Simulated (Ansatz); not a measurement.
# How fast states decay through InGaCu2S4, part 2 of 4

A new crystal, InGaCu2S4: structure, gap and complex bands. It is built by putting Cu for Ag, S for Te in the InGaAg2Te4 structure of space group I-4, with the volume rescaled by atomic radii. The parent structure comes from the Materials Project.

Ansatz 0.2.0; r2SCAN DFT, plane waves, PAW files (the session's first sound run).

So far. Step 2 (Cell and atoms at rest): The largest force component on a free atom ends at 0.0017 eV/Å.

The structure was built from a prototype and need not be the compound's stable phase.

## 3. Band edges

The energy window and the wavevectors of the next steps follow from the band edges, so these are searched first, off the mesh as well.

input.yaml reads:

```yaml
crystal:
  lattice:
    - [-2.7086452373, 2.7086452373, 5.4202359867]
    - [2.7086452373, -2.7086452373, 5.4202359867]
    - [2.7086452373, 2.7086452373, -5.4202359867]
  atoms:
    - { symbol: In, position: [0.5, 0.5, 0.0] }
    - { symbol: Ga, position: [0.75, 0.25, 0.5] }
    - { symbol: Cu, position: [0.25, 0.75, 0.5] }
    - { symbol: Cu, position: [0.0, 0.0, 0.0] }
    - { symbol: S, position: [0.6343223467, 0.6322131653, 0.5295350419] }
    - { symbol: S, position: [0.1026781234, 0.1047873048, 0.4704649581] }
    - { symbol: S, position: [0.8952126952, 0.3656776533, 0.9978908186] }
    - { symbol: S, position: [0.3677868347, 0.8973218766, 0.0021091814] }
kpoints:
  mp_grid: { grid: [6, 6, 6] }
  band_path: { path: [VBM, CBM], npoints: 30 }
scf:
  occupations: { method: fixed }
hamiltonian:
  xc: r2scan
output:
  eigenvalues: true
  write_potential: true
  write_density: true
  volumetric_format: npy
  elf: true
```

The run is started by

```
$ ansatz run input.yaml --threads 2 --pin off --max-ram 4096MiB --backend cpu --events-out ev --progress --plain --runs-dir out
```

Numbers of over 12 decimals in the logs are rounded to 6 here.

What it wrote:

```text
[...]
Crystal: 8 atoms, lattice volume = 159.068 Å³
Basis set: ecut = 500 eV, 4035 PW (Γ), exchange–correlation on 200×200×200 points (64 copies of the dense FFT grid, shifted against one another)
Bands: 53, of which v1, the nominal top of the filled ones, is band 44 counted from 1 (43 counted from 0)
Symmetry: 4 space group operations
[...]
k-points: 36 of 216 (time reversal used)
[...]
SCF iter   1: F=—  HF=-26293.244750 eV  |F-HF|=—  |Δ(HF+E_count)|=         —  Δρ=2.25e-2  dr2=5.17e-1  dr2_τ=2.91e-2  ethr=1.77e-3  ⟨swp⟩=5.0  Hψ=6261  notcnv=0  defer=232
[...]
SCF iter  10: F=-26293.208145 eV  HF=-26293.208145 eV  |F-HF|=5.89e-9  |Δ(HF+E_count)|=   1.24e-7  Δρ=4.86e-6  dr2=3.39e-8  dr2_τ=8.01e-10  ethr=1.14e-10  ⟨swp⟩=10.6  Hψ=6841  notcnv=0
SCF 1 converged in 10 iterations: F = -26293.208145 eV  dr2 = 3.39e-8
[...]
NSCF: frozen V_eff on 36 k-points
[...]
SCF converged after 10 iterations
Free energy (F): -26293.208145 eV
[...]
Internal energy: -26293.208145 eV  (E = F + TS)
E sigma→0 (E₀):  -26293.208145 eV
Fermi energy:    8.019777 eV
[...]
--- Band table (eV; the first three rows and the last of 36) ---
  k-point 0: bands = [... 40 lower, 6.6164, 7.9731, 7.9731, 8.0198, 8.8116, 10.4175, 10.7809, 12.4425, ... 5 higher]
  k-point 1: bands = [... 40 lower, 6.7274, 7.2448, 7.7603, 7.9121, 9.7137, 10.6925, 11.4179, 12.3025, ... 5 higher]
  k-point 2: bands = [... 40 lower, 6.9274, 7.0866, 7.4469, 7.7593, 10.1865, 10.5478, 11.7044, 12.1856, ... 5 higher]
  k-point 35: bands = [... 40 lower, 6.9048, 7.0351, 7.2166, 7.2166, 10.2278, 10.4062, 10.4062, 10.6247, ... 5 higher]
```

Run time: 69 s. Hardware: 2 threads of Arm Neoverse V2, shared host; peak memory 1 GiB.

The column dr2 measures how far the density is from self-consistency, as an energy; F and HF (Harris–Foulkes) agree once it is small.

This step gave:

```
Fermi energy        : 8.020 eV
gap on the k-mesh   : 0.7918 eV
gap on path         : 0.7918 eV, by band count; negative where bands overlap
direct gap on path  : 0.7918 eV
edge places on path : 0, 0 1/A along the path
```

Levels at VBM (eV): -7.74, -6.32, -5.38, -5.05, -4.96, -4.64, -4.64, -3.96, -3.96, -3.53, -3.53, -3.51, -1.99, -1.94, -1.82, -1.55, -1.55, -1.53, -1.40, -0.05, -0.05, 0.00, 0.79, 2.40, 2.76, 4.42, 4.42, 5.16, 5.39, 5.39, 5.46.

Valence density in the ac plane of the conventional cell at fractional y = 0.000, with atoms of In and Ga and Cu within 0.2 Å of it. It is the smooth field of the valence electrons, not physical close to the nuclei.

Ten steps, logarithmic in the rise over the least value, from '0' (0 e/Å³) to '9' (45 e/Å³), each cell a mean:
```
862000000000147
321000000000013
000000000000000
000000010000000
000001243100000
000001598310000
000001486210000
000001122100000
000000000000000
110000000000001
431000000000124
652000000000146
642000000000135
321000000000013
000000000000000
000000011000000
000001354200000
000002798410000
000002687310000
000001233100000
000000000000000
100000000000001
531000000000025
962000000000148
```
Columns run along a (5.4 Å), rows up along c (10.8 Å), edges of the conventional cell, whose origin can differ from the input's. Atoms in or near the plane, at fractional coordinates: In at (0.00, 0.50), Ga at (0.50, 0.75), Cu at (0.50, 0.25), Cu at (0.00, 0.00).

Electrostatic potential energy in the ac plane of the conventional cell at fractional y = 0.000, with atoms of In and Ga and Cu within 0.2 Å of it. With pseudopotentials it is smooth inside the atoms' cores, unlike the true potential.

Values in eV, 24 rows by 15 columns, each cell a mean:
```
-37 -30  -4   9  11  12  12  12  12  12  12  10   4 -19 -36
-14  -4   6  10  11  11  12  12  12  12  11  10   9   2 -11
  8   9  10  10  10  10  10  10  10  10  10  10  10  10   9
 12  11  10  10   9   7   4   1   2   6   8   9  10  11  11
 12  12  11  10   7  -1 -11 -14 -13  -6   4   9  11  11  12
 12  12  11  10   5  -8 -15 -14 -15 -14   0   8  11  12  12
 12  12  11  10   6  -6 -15 -15 -15 -12   1   9  11  12  12
 11  11  11  10   8   3  -6 -10  -9  -1   6   9  11  11  11
  9   9  10  10  10   9   7   6   6   8   9  10  10   9   9
 -4   1   6   9  10  11  11  11  11  11  10   9   7   3  -2
-29 -22  -5   6  10  11  12  12  12  11  10   8   1 -15 -27
-35 -34 -17   3   9  11  12  12  12  12  10   6  -6 -28 -35
-35 -31 -14   3   9  11  12  12  12  12  10   7  -4 -25 -35
-21 -13   0   7  10  11  12  12  12  11  11   9   4  -7 -18
  3   5   8  10  10  11  11  11  11  11  11  10   9   7   4
 10  10  11  11  10   9   7   4   5   8  10  11  11  10  10
 12  12  12  11  10   3 -16 -27 -23  -5   8  11  12  12  12
 12  12  12  11   8  -9 -35 -37 -37 -24   3  10  12  12  12
 12  12  12  11   9  -5 -31 -37 -36 -19   5  10  12  12  12
 12  12  11  11  10   6  -5 -14 -10   2   9  10  11  12  12
 11  11  10  10  10  10   9   8   9  10  10  10  10  11  11
  4   7   9  10  11  11  11  12  12  11  11  10  10   8   5
-27 -15   3   9  11  12  12  12  12  12  11  10   7  -6 -24
-37 -34  -8   8  11  12  12  12  12  12  12  10   3 -24 -37
```
Columns run along a (5.4 Å; values clipped at the 3rd and 97th percentile), rows up along c (10.8 Å), edges of the conventional cell, whose origin can differ from the input's. Atoms in or near the plane, at fractional coordinates: In at (0.00, 0.50), Ga at (0.50, 0.75), Cu at (0.50, 0.25), Cu at (0.00, 0.00).

ELF in the ac plane of the conventional cell at fractional y = 0.000, with atoms of In and Ga and Cu within 0.2 Å of it. It is the smooth field of the valence electrons, not physical close to the nuclei.

Ten even steps from '0' (0.01) to '9' (0.77), each cell a mean:
```
742221000012126
222453100244322
125775312467631
125775322467641
012443211344320
000122110222100
000122100222100
012443222344310
124555322455531
223553211345422
122332000123221
002210000011220
012210000011220
222332000123222
223543111245422
113442111234421
001222233222210
000112597311100
001222476212210
014542222235420
125764211257641
123553101245421
322221000123223
942110000001138
```
Columns run along a (5.4 Å), rows up along c (10.8 Å), edges of the conventional cell, whose origin can differ from the input's. Atoms in or near the plane, at fractional coordinates: In at (0.00, 0.50), Ga at (0.50, 0.75), Cu at (0.50, 0.25), Cu at (0.00, 0.00).

The searched edges give 0.792 eV, as on the mesh.

## 4. Complex bands

This step: r2SCAN DFT, plane waves, PAW files; complex bands by layer matching along the plane's normal (Ansatz 0.2.0).

The same crystal is laid in a cell whose first two vectors span the (001) plane (indices of the standard conventional cell, whose axes can be ordered otherwise than in the bulk input). At fixed energy and wavevector in the plane the solver finds all kz, real and complex. A few wavevectors are listed, (0, 0) and (0.5, 0) in units of the plane's reciprocal vectors; the slowest state needn't be among them.

input.yaml reads:

```yaml
crystal:
  lattice:
    - [5.417290475, 0.0, 0.0]
    - [0.0, 5.417290475, 0.0]
    - [2.708645237, 2.708645237, 5.420235987]
  atoms:
    - { symbol: In, position: [0.5, 0.5, 0.0] }
    - { symbol: Ga, position: [0.75, 0.25, 0.5] }
    - { symbol: Cu, position: [0.25, 0.75, 0.5] }
    - { symbol: Cu, position: [0.0, 0.0, 0.0] }
    - { symbol: S, position: [0.8952126952, 0.8973218766, 0.7370004701] }
    - { symbol: S, position: [0.3677868347, 0.3656776533, 0.7370004701] }
    - { symbol: S, position: [0.1026781234, 0.6322131653, 0.2629995299] }
    - { symbol: S, position: [0.6343223467, 0.1047873048, 0.2629995299] }
kpoints:
  mp_grid: { grid: [6, 6, 6] }
scf:
  occupations: { method: fixed }
hamiltonian:
  xc: r2scan
output:
  eigenvalues: true
  transmission:
    leads: [[0, 0]]
    kpoints: [[0.0, 0.0], [0.5, 0.0]]
    e_range: [-1.0, 1.79]
    de: 0.05
```

What it wrote:

```text
[...]
Crystal: 8 atoms, lattice volume = 159.068 Å³
Basis set: ecut = 500 eV, 4035 PW (Γ), exchange–correlation on 160×160×200 points (64 copies of the dense FFT grid, shifted against one another)
Bands: 53, of which v1, the nominal top of the filled ones, is band 44 counted from 1 (43 counted from 0)
Symmetry: 4 space group operations
[...]
k-points: 36 of 216 (time reversal used)
[...]
SCF iter   1: F=—  HF=-26293.244659 eV  |F-HF|=—  |Δ(HF+E_count)|=         —  Δρ=2.25e-2  dr2=5.17e-1  dr2_τ=2.91e-2  ethr=1.77e-3  ⟨swp⟩=5.0  Hψ=6264  notcnv=0  defer=231
[...]
SCF iter  10: F=-26293.208145 eV  HF=-26293.208145 eV  |F-HF|=6.88e-9  |Δ(HF+E_count)|=   1.23e-7  Δρ=4.95e-6  dr2=3.47e-8  dr2_τ=8.00e-10  ethr=1.14e-10  ⟨swp⟩=10.6  Hψ=6853  notcnv=0
SCF 1 converged in 10 iterations: F = -26293.208145 eV  dr2 = 3.47e-8
[...]
transmission: 8 of 16 steps passed
transmission: 16 of 16 steps passed
SCF converged after 10 iterations
Free energy (F): -26293.208145 eV
[...]
Internal energy: -26293.208145 eV  (E = F + TS)
E sigma→0 (E₀):  -26293.208145 eV
Fermi energy:    8.019776 eV
[...]
--- Band table (eV; the first three rows and the last of 36) ---
  k-point 0: bands = [... 40 lower, 6.6164, 7.9731, 7.9731, 8.0198, 8.8116, 10.4175, 10.7809, 12.4425, ... 5 higher]
  k-point 1: bands = [... 40 lower, 6.6016, 7.6223, 7.8039, 7.8039, 9.4314, 10.4996, 10.8048, 11.7437, ... 5 higher]
  k-point 2: bands = [... 40 lower, 6.7392, 7.2505, 7.4487, 7.4487, 10.1175, 10.6327, 10.7956, 10.7956, ... 5 higher]
  k-point 35: bands = [... 40 lower, 7.2398, 7.3396, 7.4471, 7.5836, 9.9166, 10.1467, 11.7823, 12.2056, ... 5 higher]
--- Transmission ---
  basis      : 301 plane waves across, 8 finite elements along
  points     : 2, as listed
  energies   : 56 from -1.000000 to 1.750000 eV about the Fermi level, 0.050000 eV apart; the leads are filled to 0.395894 eV, and channels, transmission and decay are at 0.400000 eV
  crystal 0  : S4In1Cu2Ga1, at the sites [0, 0], period 5.4202 Å: whole cells are its period
    offset         : up to 0.0000 Å between an atom of the period and one for which it stands
    channels       : 0.000000e0 a spin
    conductance    : none, the energies end too early or step too widely for 300 K: set another output.transmission.e_range or a lower de, or, where they end at an eighth of basis.ecutwfc, a higher one
    slowest decay  : 0.0884 /Å at (0.0000, 0.0000)
```

The job ended after 98 s (2 threads; peak memory 1.6 GiB; 3.2 min of CPU time).

This step gave:

* level to which the leads are filled: 0.3959 eV from the Fermi level
* decay constant at the filling level, zone centre: 0.0884 Å⁻¹
* decay constant at the filling level, slowest listed point: 0.0884 Å⁻¹

K parallel (0, 0); values up to 1.5 1/Å, a degenerate pair printed once or twice; energies at which all values exceed this have no row. The Im kz of the slowest decaying states by energy, zero at the highest filled level on the SCF mesh:

```
energy (eV)  decay 1 (Å⁻¹)  decay 2 (Å⁻¹)  decay 3 (Å⁻¹)  decay 4 (Å⁻¹)
      -1.00         0.0331         0.0948          0.341          0.479
      -0.90         0.0877          0.343          0.568          0.727
      -0.80          0.347          0.665          0.681          0.704
      -0.65          0.354          0.564          0.660          0.874
      -0.55          0.359          0.533          0.627          0.881
      -0.45          0.362          0.513          0.604          0.901
      -0.35          0.365          0.497          0.586          0.891
      -0.25          0.367          0.486          0.573          0.881
      -0.10          0.367          0.471          0.556          0.866
       0.00         0.0021         0.0958          0.367          0.463
       0.10         0.0624          0.166          0.365          0.455
       0.20         0.0798          0.210          0.363          0.448
       0.30         0.0873          0.243          0.360          0.440
       0.45         0.0869          0.281          0.354          0.429
       0.55         0.0796          0.302          0.349          0.422
       0.65         0.0654          0.320          0.343          0.414
       0.75         0.0377          0.335          0.337          0.407
       0.85          0.330          0.349          0.398          0.471
       1.00          0.318          0.366          0.385          0.456
       1.10          0.309          0.376          0.376          0.446
       1.20          0.300          0.366          0.384          0.435
       1.30          0.289          0.356          0.392          0.425
       1.40          0.278          0.345          0.399          0.413
       1.55          0.259          0.326          0.395          0.407
       1.65          0.245          0.311          0.382          0.411
       1.75          0.230          0.295          0.368          0.415
```

K parallel (0, 0). The Re kz of states that move upwards by energy, zero at the highest filled level on the SCF mesh:

```
energy (eV)  channel 1 (Å⁻¹)  channel 2 (Å⁻¹)  channel 3 (Å⁻¹)
      -1.00                -                -                -
      -0.90           -0.479                -                -
      -0.80           -0.561           -0.561           -0.407
      -0.70           -0.463           -0.463           -0.343
      -0.60           -0.402           -0.402           -0.287
      -0.55           -0.375           -0.375           -0.262
      -0.45           -0.322           -0.322           -0.216
      -0.35           -0.270           -0.270           -0.174
      -0.25           -0.214           -0.214           -0.135
      -0.15           -0.148           -0.148          -0.0956
      -0.05          -0.0506          -0.0255          -0.0255
       0.00                -                -                -
       0.05                -                -                -
       0.15                -                -                -
       0.25                -                -                -
       0.35                -                -                -
       0.40                -                -                -
       0.50                -                -                -
       0.60                -                -                -
       0.70                -                -                -
       0.80           0.0173                -                -
       0.90           0.0657                -                -
       1.00           0.0954                -                -
       1.10            0.121                -                -
       1.20            0.145                -                -
       1.30            0.168                -                -
       1.35            0.179                -                -
       1.45            0.202                -                -
       1.55            0.225                -                -
       1.65            0.248                -                -
       1.75            0.273                -                -
```

K parallel (0.5, 0); values up to 1.5 1/Å, a degenerate pair printed once or twice; energies at which all values exceed this have no row. The Im kz of the slowest decaying states by energy, zero at the highest filled level on the SCF mesh:

```
energy (eV)  decay 1 (Å⁻¹)  decay 2 (Å⁻¹)  decay 3 (Å⁻¹)  decay 4 (Å⁻¹)
      -1.00          0.147          0.185          0.776           1.08
      -0.90          0.229          0.799           1.09           1.46
      -0.80          0.144          0.251          0.824           1.10
      -0.65          0.122          0.219          0.262          0.866
      -0.55          0.154          0.246          0.252          0.901
      -0.45          0.140          0.208          0.266          0.949
      -0.35          0.207          0.282           1.01           1.06
      -0.25          0.271          0.296          0.969           1.08
      -0.10          0.314          0.322          0.911           1.10
       0.00          0.324          0.346          0.890           1.10
       0.10          0.332          0.366          0.879           1.09
       0.20          0.338          0.382          0.878           1.07
       0.30          0.344          0.396          0.891           1.04
       0.45          0.348          0.413          0.954           1.33
       0.55          0.350          0.423          0.948           1.32
       0.65          0.350          0.431          0.942           1.30
       0.75          0.349          0.423          0.453          0.842
       0.85          0.348          0.418          0.470          0.778
       1.00          0.344          0.417          0.486          0.714
       1.10          0.341          0.417          0.494          0.679
       1.20          0.337          0.418          0.500          0.647
       1.30          0.333          0.419          0.506          0.615
       1.40          0.328          0.420          0.516          0.581
       1.55          0.320          0.421          0.529           1.15
       1.65          0.313          0.421          0.515           1.13
       1.75          0.306          0.421          0.501           1.12
```

At the listed wavevectors the last open channel is at -0.05 eV and the next at +0.80 eV on the grid. At +0.40 eV, the grid energy nearest the filling level (the middle of the gap on the SCF mesh), the slowest state at the listed wavevectors decays with κ = 0.0884 Å⁻¹, its amplitude falling by e over 11 Å. Through 1 nm of this crystal that state's transmission falls by exp(−2 × 0.0884 Å⁻¹ × 10 Å) = 0.17.

(Continued in part 3 of 4.)

[Logs are printed without paths, hosts, clocks, repeated set-up lines and the standing remarks that a program may print on its own settings, such as how far it seeks lower states.]

[Hosts, paths, dates, database ids (printed as entryN), source tags and the programs' standing remarks are cut or masked in the printed files.]

[New means built here by substitution; the compound itself may be known and measured.]
